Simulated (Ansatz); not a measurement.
# H2O on Al(110), hollow start, 2x2 cell: photoemission fingerprints, part 2 of 3

Aim: how the adsorbate changes the work function, the valence spectrum and the core levels in H2O on Al(110), hollow start, 2x2 cell.

Ansatz 0.2.0; DFT, PBE, plane-wave PAW, default files, scalar-relativistic.

So far, work function, upper face (eV): step 2 (the clean face) 3.95; step 3 (relaxing the atoms) 3.46.

### 4. Bands by layer (continued)

A(k,E), bottom over k along the path and E. Zero: Fermi level.

Ten even steps from '_' (0.00 eV⁻¹) to '@' (2.25 eV⁻¹), each cell a mean:
```
....--__..==--__::::--::::--::==**__%%::::--________::==..++__====..::::..
::--::..::::......::--__::++------::##++::::::________--..____..::::::::::
..____....::--________..--..**__..@@__--==__==------==__==--++==--______..
________--++..::--====##----..__%%--++__----==##--::::::..::..::__________
________::__..**--......==____@@____==%%====..::**--__==....##----::______
::::..--____--__--====----==%%==__::..::::**++..__==##====**__++....----::
..::++::..::::____________@@::__--..::::**__::____::==__....--__::--..__..
--::____....__::______--##..--::--..______::------..__----==--______..----
__________..::--**%%@@##--..::----::______----##--------**----..__________
________..::__==--::______--__..__....::----++--**==----__--__..--________
..______::______________--__==--____....__::--..__--__==++--..____------..
..::----____--__::--::::__--::______------..__++__..==__==::..--________..
____------==__::______::--______----____________****####____--__--________
::--______------------..______::----__________--****__**::____--__----::::
________--__--________________..__..____..==++==____%%__::______--..______
::__________________________....::__==++++==--____++--__----______..----::
__::::--__::______________....______--..________++____++__----____________
____--::--____________..::..______**________==++________++__==----________
__--____::::::......::..________--__--==++++..____________--__--::----____
--____::____........__________..____....__________________::--__::--::----
==..::________________________::__::________________________--::____::--==
__==--____________________..--__::____________________________::++________
```
Columns: k along the path (Å⁻¹) from 0 to 3.75 (not evenly spaced); rows upwards: E (eV) from -7.7 to 3.7.

Peaks of A(k,E) at the labelled points: for each region the eleven nearest the zero at most, each over 6 % of that point's highest, less those above the energy where the solved bands run out; weight and spread sum the levels within three half widths or 0.3 eV, so near peaks share levels. Peaks of the spectral function, the first 40 of 176 rows:

| point | weight on | E (eV) | A (1/eV) | weight near the peak | rms spread of levels (eV) |
| --- | --- | --- | --- | --- | --- |
| X | total | -4.5 | 5.35 | 0.955 | 0.059 |
| X | total | -3.48 | 6.023 | 1.008 | 0.024 |
| X | total | -2 | 5.783 | 0.907 | 0.011 |
| X | total | -0.1 | 5.899 | 0.958 | 0 |
| X | total | 0.56 | 2.33 | 0.449 | 0.105 |
| X | total | 1 | 3.396 | 0.59 | 0.062 |
| X | total | 1.62 | 0.498 | 0.076 | 0.06 |
| X | total | 2.7 | 4.79 | 0.863 | 0.101 |
| X | total | 3 | 1.088 | 0.403 | 0.106 |
| X | total | 3.22 | 1.524 | 0.403 | 0.106 |
| X | total | 3.62 | 2.11 | 0.629 | 0.072 |
| X | top | -3.48 | 1.662 | 0.282 | 0.027 |
| X | top | -2 | 1.76 | 0.277 | 0.018 |
| X | top | -0.1 | 1.747 | 0.283 | 0 |
| X | top | 0.56 | 0.747 | 0.146 | 0.106 |
| X | top | 1 | 0.992 | 0.174 | 0.066 |
| X | top | 1.62 | 0.283 | 0.047 | 0.073 |
| X | top | 2.1 | 0.149 | 0.02 | 0.008 |
| X | top | 2.7 | 2.045 | 0.361 | 0.093 |
| X | top | 3 | 0.399 | 0.146 | 0.105 |
| X | top | 3.22 | 0.557 | 0.146 | 0.105 |
| X | top | 3.64 | 0.866 | 0.272 | 0.072 |
| X | middle | -4.66 | 0.299 | 0.241 | 0.057 |
| X | middle | -4.5 | 1.356 | 0.242 | 0.058 |
| X | middle | -3.48 | 1.803 | 0.3 | 0.023 |
| X | middle | -2 | 1.199 | 0.188 | 0.007 |
| X | middle | -0.1 | 1.284 | 0.208 | 0 |
| X | middle | 0.56 | 0.549 | 0.106 | 0.105 |
| X | middle | 1 | 0.832 | 0.145 | 0.062 |
| X | middle | 2.7 | 0.795 | 0.144 | 0.103 |
| X | middle | 3 | 0.187 | 0.066 | 0.107 |
| X | middle | 3.22 | 0.245 | 0.066 | 0.107 |
| X | middle | 3.62 | 0.312 | 0.089 | 0.072 |
| X | bottom | -4.66 | 0.51 | 0.424 | 0.056 |
| X | bottom | -4.5 | 2.395 | 0.425 | 0.057 |
| X | bottom | -3.48 | 2.553 | 0.425 | 0.024 |
| X | bottom | -2 | 2.823 | 0.442 | 0.006 |
| X | bottom | -0.1 | 2.866 | 0.466 | 0 |
| X | bottom | 0.56 | 1.032 | 0.197 | 0.104 |
| X | bottom | 1 | 1.568 | 0.271 | 0.059 |

The DOS has structure finer than the step of the table below, so its rows give means over 1 eV, whole bins alone (the curve runs from -25.4 to 3.77 eV). Peaks (eV: height): total -2.0: 10.5, -0.7: 10.8, 1.7: 12.4, 3.2: 16.0; Al 3p -2.0: 7.81, 0.8: 8.17, 1.7: 8.64, 3.2: 9.15; Al 3s -3.3: 3.12, -0.7: 2.89, 0.0: 3.29, 3.2: 3.10; O 2p -11.1: 5.03, -8.4: 2.83, -6.5: 2.50; H 1s -23.5: 1.50, -11.1: 1.96, -8.3: 0.237, 3.0: 0.405.

The DOS by E, zero at the Fermi level; means over each step; values in states/eV/cell:

| E (eV) | total | Al 3p | Al 3s | O 2p | H 1s | O 2s |
| --- | --- | --- | --- | --- | --- | --- |
| -24 | 0.896 | 0.0232 | 0.00581 | 0.0242 | 0.198 | 0.638 |
| -23 | 1.10 | 0.0286 | 0.00716 | 0.0298 | 0.244 | 0.786 |
| -22 | 0 | 0 | 0 | 0 | 0 | 0 |
| -21 | 0 | 0 | 0 | 0 | 0 | 0 |
| -20 | 0 | 0 | 0 | 0 | 0 | 0 |
| -19 | 0 | 0 | 0 | 0 | 0 | 0 |
| -18 | 0 | 0 | 0 | 0 | 0 | 0 |
| -17 | 0 | 0 | 0 | 0 | 0 | 0 |
| -16 | 0 | 0 | 0 | 0 | 0 | 0 |
| -15 | 0 | 0 | 0 | 0 | 0 | 0 |
| -14 | 0 | 0 | 0 | 0 | 0 | 0 |
| -13 | 0 | 0 | 0 | 0 | 0 | 0 |
| -12 | 0.00208 | 2.3e-5 | 4.2e-6 | 0.00145 | 5.6e-4 | 0 |
| -11 | 2.19 | 0.0648 | 0.147 | 1.40 | 0.543 | 3.2e-5 |
| -10 | 1.93 | 0.833 | 1.08 | 0.00873 | 5.3e-4 | 1.4e-4 |
| -9 | 3.46 | 1.65 | 1.28 | 0.457 | 0.0317 | 0.0208 |
| -8 | 5.27 | 2.46 | 1.55 | 1.06 | 0.0918 | 0.0861 |
| -7 | 4.97 | 2.74 | 1.50 | 0.649 | 0.00956 | 0.0433 |
| -6 | 6.37 | 3.37 | 1.99 | 0.935 | 0.00442 | 0.0272 |
| -5 | 6.45 | 3.77 | 2.42 | 0.197 | 0.00207 | 0.00150 |
| -4 | 5.95 | 3.68 | 2.14 | 0.0586 | 0.00203 | 0.00202 |
| -3 | 8.25 | 5.65 | 2.39 | 0.0530 | 0.00743 | 0.00818 |
| -2 | 8.73 | 6.57 | 1.95 | 0.0431 | 0.00772 | 0.00986 |
| -1 | 8.54 | 5.92 | 2.28 | 0.0272 | 0.0241 | 0.0148 |
| 0 | 8.82 | 5.69 | 2.61 | 0.0316 | 0.0490 | 0.0206 |
| 1 | 10.9 | 7.29 | 2.80 | 0.0401 | 0.0789 | 0.0295 |
| 2 | 11.2 | 7.34 | 2.32 | 0.0504 | 0.234 | 0.0631 |
| 3 | 13.0 | 7.66 | 2.41 | 0.0768 | 0.323 | 0.0501 |

Sums over each group's atoms; a table of it gives point samples, which can step over narrow peaks. DOS of the group against E, zero at the Fermi level; 7 of 11 lines; values in states/eV:

| E (eV) | other layers: Al 3p | other layers: Al 3s | layer 1: Al 3p | layer 2: Al 3p | layer 3: Al 3p | adsorbate: O 2p | layer 1: Al 3s |
| --- | --- | --- | --- | --- | --- | --- | --- |
| -24 | 0 | 0 | 2.5e-5 | 0 | 0 | 2.7e-5 | 6.5e-6 |
| -23 | 0 | 0 | 7.5e-4 | 3.6e-5 | 5.1e-6 | 8.2e-4 | 2.0e-4 |
| -22 | 0 | 0 | 0 | 0 | 0 | 0 | 0 |
| -21 | 0 | 0 | 0 | 0 | 0 | 0 | 0 |
| -20 | 0 | 0 | 0 | 0 | 0 | 0 | 0 |
| -19 | 0 | 0 | 0 | 0 | 0 | 0 | 0 |
| -18 | 0 | 0 | 0 | 0 | 0 | 0 | 0 |
| -17 | 0 | 0 | 0 | 0 | 0 | 0 | 0 |
| -16 | 0 | 0 | 0 | 0 | 0 | 0 | 0 |
| -15 | 0 | 0 | 0 | 0 | 0 | 0 | 0 |
| -14 | 0 | 0 | 0 | 0 | 0 | 0 | 0 |
| -13 | 0 | 0 | 0 | 0 | 0 | 0 | 0 |
| -12 | 0 | 0 | 0 | 0 | 0 | 0 | 0 |
| -11 | 3.1e-4 | 3.6e-4 | 0.0350 | 0.00483 | 5.6e-4 | 2.62 | 0.00487 |
| -10 | 0.345 | 0.352 | 0.158 | 0.221 | 0.220 | 0.00881 | 0.136 |
| -9 | 0.488 | 0.409 | 0.169 | 0.408 | 0.518 | 0.127 | 0.229 |
| -8 | 0.825 | 0.662 | 0.386 | 0.510 | 0.843 | 0.569 | 0.244 |
| -7 | 0.927 | 0.605 | 0.359 | 0.621 | 0.764 | 0.249 | 0.299 |
| -6 | 1.26 | 0.839 | 0.422 | 0.838 | 0.711 | 0.636 | 0.418 |
| -5 | 1.62 | 1.04 | 0.600 | 1.04 | 0.842 | 0.183 | 0.506 |
| -4 | 1.43 | 0.879 | 0.612 | 0.840 | 0.695 | 0.0507 | 0.419 |
| -3 | 2.11 | 1.01 | 1.09 | 1.11 | 0.891 | 0.0516 | 0.511 |
| -2 | 3.09 | 0.843 | 1.78 | 1.31 | 1.37 | 0.0502 | 0.508 |
| -1 | 2.32 | 0.888 | 1.34 | 1.02 | 1.14 | 0.0241 | 0.393 |
| 0 | 2.46 | 1.29 | 1.36 | 1.06 | 1.09 | 0.0318 | 0.591 |
| 1 | 3.17 | 1.18 | 1.79 | 1.26 | 1.09 | 0.0401 | 0.548 |
| 2 | 3.41 | 0.895 | 1.77 | 1.20 | 1.28 | 0.0600 | 0.462 |
| 3 | 3.52 | 0.892 | 1.87 | 1.47 | 1.47 | 0.0886 | 0.425 |

Simulated valence spectra by photon energy, shown to 13 eV, since a deeper line would dwarf them at some energies; the 100 % can be that line's tail at the edge; this run's widths, added to any smearing of the DOS itself: Gaussian 0.6 eV, Lorentzian 0.05 eV. Intensity against binding energy, zero at the Fermi level; values in % of the maximum within 13 eV:

| binding energy (eV) | 21.2 eV | 150 eV | 1486.7 eV | 8047.8 eV |
| --- | --- | --- | --- | --- |
| -1.0 | 0.121 | 0.340 | 0.772 | 0.768 |
| -0.5 | 0.650 | 2.05 | 5.19 | 5.28 |
| 0.0 | 6.12 | 20.0 | 50.2 | 50.9 |
| 0.5 | 12.1 | 40.1 | 94.6 | 93.5 |
| 1.0 | 11.7 | 40.2 | 92.8 | 90.8 |
| 1.5 | 10.5 | 36.8 | 82.1 | 79.3 |
| 2.0 | 12.4 | 43.1 | 89.2 | 83.5 |
| 2.5 | 12.5 | 42.2 | 89.2 | 84.7 |
| 3.0 | 12.7 | 40.8 | 96.6 | 96.5 |
| 3.5 | 11.4 | 35.6 | 90.5 | 92.9 |
| 4.0 | 10.9 | 31.8 | 82.6 | 86.0 |
| 4.5 | 14.2 | 35.9 | 92.5 | 97.2 |
| 5.0 | 18.9 | 39.6 | 92.8 | 97.1 |
| 5.5 | 29.1 | 46.3 | 87.3 | 89.6 |
| 6.0 | 51.5 | 63.2 | 82.6 | 80.8 |
| 6.5 | 82.4 | 88.3 | 79.9 | 71.9 |
| 7.0 | 34.2 | 46.1 | 65.1 | 62.9 |
| 7.5 | 18.7 | 32.0 | 60.4 | 60.6 |
| 8.0 | 57.0 | 64.5 | 73.0 | 68.3 |
| 8.5 | 94.3 | 94.8 | 82.8 | 74.3 |
| 9.0 | 25.3 | 32.3 | 50.4 | 51.0 |
| 9.5 | 5.33 | 12.6 | 34.6 | 37.4 |
| 10.0 | 4.44 | 11.5 | 37.4 | 41.7 |
| 10.5 | 16.3 | 16.8 | 28.6 | 31.3 |
| 11.0 | 93.3 | 77.3 | 16.2 | 6.48 |
| 11.5 | - | 34.6 | 5.93 | 1.31 |
| 12.0 | - | 1.75 | 0.546 | 0.339 |
| 12.5 | - | 0.421 | 0.265 | 0.227 |

Maxima picked by a test of local sharpness, so broad peaks and shoulders can be missing; peaks within 0.45 eV of a curve's cut are left out. Valence peaks, by row:

| photon energy (eV) | binding energy (eV) | height (% of the maximum within 13 eV) | main shell | its share (%) |
| --- | --- | --- | --- | --- |
| 21.2 | 8.4 | 100 | O 2p | 89.2 |
| 21.2 | 6.45 | 83.52 | O 2p | 92.49 |
| 21.2 | 0.7 | 12.83 | Al 3p | 39.52 |
| 150 | 23.5 | 133.8 | O 2s | 96.11 |
| 150 | 11.1 | 83.91 | O 2p | 96.89 |
| 150 | 8.4 | 100 | O 2p | 71.79 |
| 150 | 6.45 | 89.31 | O 2p | 69.6 |
| 150 | 2.15 | 44.15 | Al 3p | 63.91 |
| 150 | 0.75 | 43.21 | Al 3p | 59.12 |
| 1487 | 23.5 | 210.5 | O 2s | 99.23 |
| 1487 | 10.1 | 37.77 | Al 3s | 92.09 |
| 1487 | 8.4 | 84.82 | Al 3s | 63.01 |
| 1487 | 4.75 | 95.06 | Al 3s | 84.73 |
| 1487 | 3.2 | 98.72 | Al 3s | 80.22 |
| 1487 | 2.2 | 90.99 | Al 3s | 72.24 |
| 1487 | 0.7 | 100 | Al 3s | 76.38 |
| 8048 | 23.5 | 140.8 | O 2s | 99.35 |
| 8048 | 10.1 | 42.39 | Al 3s | 98.32 |
| 8048 | 8.4 | 75.12 | Al 3s | 84.76 |
| 8048 | 4.75 | 100 | Al 3s | 96.57 |
| 8048 | 3.2 | 99.96 | Al 3s | 95.06 |
| 8048 | 2.2 | 85.16 | Al 3s | 92.43 |
| 8048 | 0.7 | 98.16 | Al 3s | 93.38 |

From the Fermi level. The planar mean, electrostatic potential by z:

| z (Å) | planar mean, electrostatic potential (eV) |
| --- | --- |
| 0.0 | 3.65 |
| 0.5 | 3.78 |
| 1.0 | 3.90 |
| 1.5 | 3.97 |
| 2.0 | 3.97 |
| 2.5 | 3.97 |
| 3.0 | 3.97 |
| 3.5 | 3.97 |
| 4.0 | 3.96 |
| 4.5 | 3.94 |
| 5.0 | 3.89 |
| 5.5 | 3.71 |
| 6.0 | 3.12 |
| 6.5 | 1.23 |
| 7.0 | -2.49 |
| 7.5 | -3.73 |
| 8.0 | -4.89 |
| 8.5 | -4.77 |
| 9.0 | -4.21 |
| 9.5 | -5.08 |
| 10.0 | -4.67 |
| 10.5 | -4.26 |
| 11.0 | -4.95 |
| 11.5 | -4.49 |
| 12.0 | -4.58 |
| 12.5 | -5.81 |
| 13.0 | -4.32 |
| 13.5 | -3.22 |
| 14.0 | -0.172 |
| 14.5 | 1.81 |
| 15.0 | 0.609 |
| 15.5 | 1.73 |
| 16.0 | 3.14 |
| 16.5 | 3.36 |
| 17.0 | 3.40 |
| 17.5 | 3.41 |
| 18.0 | 3.42 |
| 18.5 | 3.42 |
| 19.0 | 3.42 |
| 19.5 | 3.42 |
| 20.0 | 3.42 |
| 20.5 | 3.42 |
| 21.0 | 3.42 |
| 21.5 | 3.43 |
| 22.0 | 3.55 |

The intensity has structure finer than the step of the table below, so its rows give means over 1 eV, whole bins alone (the curve runs from -25.4 to 1.38 eV). Peaks (eV: height): O K -11.1: 99.8, -8.4: 95.3, -6.4: 86.5; O K, E along x -11.1: 52.6, -8.4: 207; O K, E along y -11.1: 240, -8.3: 34.5; O K, E along z -6.4: 211; Al K-beta -2.2: 100.0.

Shapes are the site's partial DOS without matrix elements, which overweights lines from ligand s bands. The intensity by emission energy less the core level's binding energy, zero at the Fermi level; means over each step; 7 of 9 lines; values in % of the unpolarised maximum:

| emission energy less the core level's binding energy (eV) | O K | O K, E along x | O K, E along y | O K, E along z | Al K-beta | Al K-beta, E along x | Al K-beta, E along y |
| --- | --- | --- | --- | --- | --- | --- | --- |
| -24 | 1.88 | 4.25 | 1.21 | 0.182 | 0.467 | 0.302 | 0.171 |
| -23 | 2.00 | 4.51 | 1.29 | 0.196 | 0.497 | 0.323 | 0.187 |
| -22 | 0.135 | 0.239 | 0.115 | 0.0502 | 0.183 | 0.162 | 0.158 |
| -21 | 0.0797 | 0.101 | 0.0870 | 0.0514 | 0.173 | 0.165 | 0.175 |
| -20 | 0.0822 | 0.0900 | 0.0982 | 0.0585 | 0.191 | 0.185 | 0.199 |
| -19 | 0.0950 | 0.0967 | 0.120 | 0.0682 | 0.217 | 0.212 | 0.230 |
| -18 | 0.116 | 0.113 | 0.154 | 0.0810 | 0.253 | 0.248 | 0.269 |
| -17 | 0.149 | 0.140 | 0.208 | 0.0980 | 0.300 | 0.295 | 0.320 |
| -16 | 0.201 | 0.184 | 0.299 | 0.122 | 0.363 | 0.358 | 0.390 |
| -15 | 0.295 | 0.257 | 0.471 | 0.156 | 0.453 | 0.448 | 0.488 |
| -14 | 0.494 | 0.402 | 0.870 | 0.210 | 0.589 | 0.584 | 0.636 |
| -13 | 1.15 | 0.819 | 2.33 | 0.319 | 0.822 | 0.814 | 0.890 |
| -12 | 18.1 | 9.78 | 43.0 | 1.56 | 1.39 | 1.35 | 1.54 |
| -11 | 76.3 | 40.5 | 183 | 5.79 | 4.34 | 4.08 | 4.60 |
| -10 | 10.7 | 9.31 | 19.8 | 3.11 | 14.2 | 15.1 | 15.8 |
| -9 | 43.6 | 91.2 | 15.4 | 24.0 | 27.2 | 27.5 | 28.8 |
| -8 | 65.8 | 141 | 25.3 | 31.4 | 39.0 | 38.7 | 41.3 |
| -7 | 51.5 | 31.2 | 16.0 | 107 | 45.0 | 47.8 | 50.7 |
| -6 | 62.4 | 15.9 | 14.3 | 157 | 53.7 | 53.1 | 59.2 |
| -5 | 18.2 | 3.62 | 3.23 | 47.7 | 60.9 | 59.7 | 71.6 |
| -4 | 6.09 | 1.86 | 1.38 | 15.0 | 66.1 | 66.2 | 81.9 |
| -3 | 4.26 | 1.86 | 1.41 | 9.52 | 86.6 | 81.8 | 93.3 |
| -2 | 3.39 | 2.08 | 1.44 | 6.66 | 96.9 | 89.3 | 95.7 |
| -1 | 2.24 | 1.51 | 1.10 | 4.08 | 86.2 | 81.7 | 75.3 |
| 0 | 1.16 | 0.803 | 0.589 | 1.96 | 45.6 | 41.9 | 38.1 |

Sums over each group's atoms; left-over states aren't shared out by site. Site centres, by row:

| group | element | shell | occupied states | centre of occupied part (eV) | centre up to the window's top (eV) |
| --- | --- | --- | --- | --- | --- |
| adsorbate | H | 1s | 1.182 | -14.9 | -8.082 |
| adsorbate | O | 2s | 1.646 | -21.18 | -19.02 |
| adsorbate | O | 2p | 4.955 | -8.326 | -7.898 |
| layer 1 | Al | 3s | 4.289 | -4.523 | -2.707 |
| layer 1 | Al | 3p | 7.569 | -3.511 | -0.9834 |
| layer 2 | Al | 3s | 3.7 | -4.94 | -2.44 |
| layer 2 | Al | 3p | 8.245 | -4.217 | -2.002 |
| layer 3 | Al | 3s | 3.618 | -4.988 | -2.387 |
| layer 3 | Al | 3p | 8.153 | -4.365 | -2.101 |
| other layers | Al | 3s | 8.311 | -4.509 | -2.547 |
| other layers | Al | 3p | 15.35 | -3.717 | -1.22 |

Shapes are the site's partial DOS without matrix elements, which overweights lines from ligand s bands. Emission peaks, by row:

| line | energy (eV) | height (%) |
| --- | --- | --- |
| O K | -11.1 | 100 |
| O K | -8.4 | 95.74 |
| O K | -6.45 | 86.61 |
| O K, E along x | -11.1 | 52.69 |
| O K, E along x | -8.4 | 208.5 |
| O K, E along x | -6.65 | 29.04 |
| O K, E along y | -11.1 | 240.1 |
| O K, E along y | -8.35 | 34.61 |
| O K, E along y | -6.5 | 22.48 |
| O K, E along z | -8.45 | 44.78 |
| O K, E along z | -6.4 | 211 |
| Al K-beta | -2.2 | 100 |
| Al K-beta, E along x | -2.3 | 91.18 |
| Al K-beta, E along y | -2.25 | 101.4 |
| Al K-beta, E along z | -8.15 | 37.98 |
| Al K-beta, E along z | -5.45 | 53.8 |
| Al K-beta, E along z | -2.1 | 108 |
| Al K-beta, E along z | -0.9 | 103.1 |
| Al L2,3 | -10.05 | 42.01 |
| Al L2,3 | -8.4 | 65.62 |
| Al L2,3 | -4.75 | 100 |
| Al L2,3 | -3.2 | 97.13 |
| Al L2,3 | -0.75 | 93.62 |

The spectra weight each projected shell by its atomic cross section (Dirac–Hartree–Slater) and angular factor, for unpolarised light with the analyser at 60° from the beam. Broadening, on top of any smearing of the DOS itself: a Gaussian of 0.6 eV and a Lorentzian of 0.05 eV plus 0 times the binding energy (full widths), Fermi edge at 300 K. Each atom is damped by exp[−depth/(λ cos θ)], θ = 0° from the normal, λ from the universal curve. Curves are cut 10 eV under the photon energy, above any shell that the free atom's threshold puts out of reach, or at the lower edge of the window: 11.2 eV at 21.2 eV, 25.4 eV at 150 eV, 25.4 eV at 1486.7 eV and 25.4 eV at 8047.8 eV. Dipole terms alone, which is rough above 3 keV; no background, satellites or final-state effects.

Share of each shell in the spectrum's area (%), by photon energy:

| shell | 21.2 eV | 150 eV | 1486.7 eV | 8047.8 eV |
| --- | --- | --- | --- | --- |
| H 1s | 6.9 | 0.5 | 0.0 | 0.0 |
| O 2s | 0.0 | 18.0 | 18.1 | 13.0 |
| O 2p | 71.5 | 34.8 | 3.3 | 0.4 |
| Al 3s | 12.1 | 20.6 | 64.7 | 83.0 |
| Al 3p | 9.5 | 26.1 | 13.8 | 3.5 |

Cross sections used, in Mb an electron:

| shell | 21.2 eV | 150 eV | 1486.7 eV | 8047.8 eV |
| --- | --- | --- | --- | --- |
| H 1s | 1.9 | 0.0055 | 3.0e-6 | 9.6e-9 |
| O 2s | - | 0.15 | 9.4e-4 | 7.3e-6 |
| O 2p | 2.7 | 0.098 | 6.3e-5 | 9.4e-8 |
| Al 3s | 0.15 | 0.028 | 3.5e-4 | 4.3e-6 |
| Al 3p | 0.070 | 0.018 | 4.0e-5 | 1.0e-7 |

(Continued in part 3 of 3.)

[Logs are printed without paths, hosts, clocks, repeated set-up lines and the standing remarks that a program may print on its own settings, such as how far it seeks lower states.]

[Hosts, paths, dates, database ids (printed as entryN), source tags and the programs' standing remarks are cut or masked in the printed files.]

[Maps of the electrostatic potential energy from Ansatz leave out the sawtooth potential of an applied field or a dipole correction, so their vacuum need not be flat; work functions include it.]
